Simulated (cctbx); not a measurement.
## X-rays or neutrons for the lightest atoms?

Cell a = 3.0160 Å, b = 3.0160 Å, c = 6.7940 Å, α = 90.00°, β = 90.00°, γ = 120.00°; space group P6/mmm (no. 191); content Ga1 Mg1 B4. The heavier atoms are placed; B is still missing.

Simulated single-crystal data (cctbx): Mo Kα, λ = 0.71073 Å, to d = 0.65 Å, 50 % of the full sphere, strongest reflection 20000 counts, noise from counting, a 6 % proportional error and a noise floor of 4 counts (s.d.); no absorption.

Refinement without B (map in e/Å³):

```text
Rint 0.043, 68 unique reflections to 0.65 A
cycle     R1     wR2    GooF  max shift (A)
   1  0.2570  0.5124  18.690   0.00000
   2  0.2025  0.4053  14.784   0.00000
final R1 0.2025 wR2 0.4053 GooF 14.784  parameters 2  data/parameter 34.0
atom        x        y        z      Ueq    occ   su(xyz)  su(Uiso or U11)
Ga1    0.00000  0.00000  0.00000   0.0050  1.000  0.00000  0.0023
Mg1    0.00000  0.00000  0.50000   0.0061  1.000  0.00000  0.0037
difference map: max 27.52 min -2.95 rms 1.87
Q1    0.0000  0.0000  0.0000    1   27.52  0.00 A from Ga1
Q2    0.3333  0.6667  0.2272    4   21.70  2.33 A from Ga1
Q3    0.0000  0.0000  0.4513    2    2.59  0.33 A from Mg1
Q4    0.0000  0.5000  0.2441    6    1.58  2.24 A from Ga1
Q5    0.1792  0.3583  0.0000    6    1.42  0.94 A from Ga1
Q6    0.3333  0.6667  0.0000    2    1.31  1.74 A from Ga1
Q7    0.1715  0.5858  0.0963   12    1.18  1.70 A from Ga1
Q8    0.1753  0.5877  0.3552   12    0.85  1.86 A from Mg1
```

The data are simulated with cctbx, not measured: neutrons of λ = 0.95 Å, to d = 0.8 Å, 50 % of the full sphere, strongest reflection 5000 counts, noise from counting, a 6 % proportional error and a noise floor of 4 counts (s.d.); no absorption.

Refinement without B (map in fm/Å³; only maxima are listed):

```text
Rint 0.047, 37 unique reflections to 0.81 A
cycle     R1     wR2    GooF  max shift (A)
   1  0.8494  0.9620  24.610   0.00000
   4  0.7736  0.9326  23.857   0.00000
final R1 0.7736 wR2 0.9326 GooF 23.857  parameters 2  data/parameter 18.5
atom        x        y        z      Ueq    occ   su(xyz)  su(Uiso or U11)
Ga1    0.00000  0.00000  0.00000   0.0001  1.000  0.00000  0.0248
Mg1    0.00000  0.00000  0.50000   0.1013  1.000  0.00000  0.1313
difference map: max 136.71 min -35.40 rms 10.72
Q1    0.0000  0.0000  0.0000    1  136.71  0.00 A from Ga1
Q2    0.0000  0.0000  0.5000    1   62.30  0.00 A from Mg1
Q3    0.3333  0.6667  0.2459    4   59.41  2.41 A from Ga1
Q4    0.3333  0.6667  0.0000    2   21.78  1.74 A from Ga1
Q5    0.3333  0.6667  0.4228    4   19.15  1.82 A from Mg1
Q6    0.0000  0.3282  0.1048   12   13.26  1.22 A from Ga1
Q7    0.0000  0.3477  0.3586   12   11.59  1.42 A from Mg1
Q8    0.0000  0.0000  0.1586    2    8.35  1.08 A from Ga1
```

**Question.** Where is B, and which data fix it better?

B sits at (2/3, 1/3, 0.7719). Adding it takes R1 from 0.203 to 0.012 with X-rays and from 0.774 to 0.025 with neutrons. Its largest coordinate s.u. is 0.00027 with X-rays and 0.00023 with neutrons, so neutrons fix it better in these data. In the X-ray map Q2 marks it. In the neutron map Q3 marks it.

Final neutron refinement:

```text
Rint 0.047, 37 unique reflections to 0.81 A
cycle     R1     wR2    GooF  max shift (A)
   1  0.1154  0.2918   7.687   0.02079
   2  0.0246  0.0645   1.698   0.00000
final R1 0.0246 wR2 0.0645 GooF 1.698  parameters 4  data/parameter 9.2
atom        x        y        z      Ueq    occ   su(xyz)  su(Uiso or U11)
Ga1    0.00000  0.00000  0.00000   0.0054  1.000  0.00000  0.0008
Mg1    0.00000  0.00000  0.50000   0.0092  1.000  0.00000  0.0008
B1     0.66667  0.33333  0.77186   0.0070  1.000  0.00023  0.0007
difference map: max 0.30 min -0.58 rms 0.11
Q1    0.3333  0.6667  0.0665    4    0.31  1.10 A from B1
Q2    0.3333  0.6667  0.3868    4    0.30  1.08 A from B1
Q3    0.2424  0.4847  0.2286   12    0.29  0.48 A from B1
Q4    0.3333  0.6667  0.5000    2    0.27  1.74 A from Mg1
Q5    0.0000  0.0000  0.3971    2    0.22  0.70 A from Mg1
Q6    0.0000  0.0000  0.0538    2    0.20  0.37 A from Ga1
```

This is a model crystal, built by substitution and not relaxed, with assumed displacement parameters.

[Middle refinement cycles are left out of these outputs.]

[Logs are printed without paths, hosts, clocks, repeated set-up lines and the standing remarks that a program may print on its own settings, such as how far it seeks lower states.]
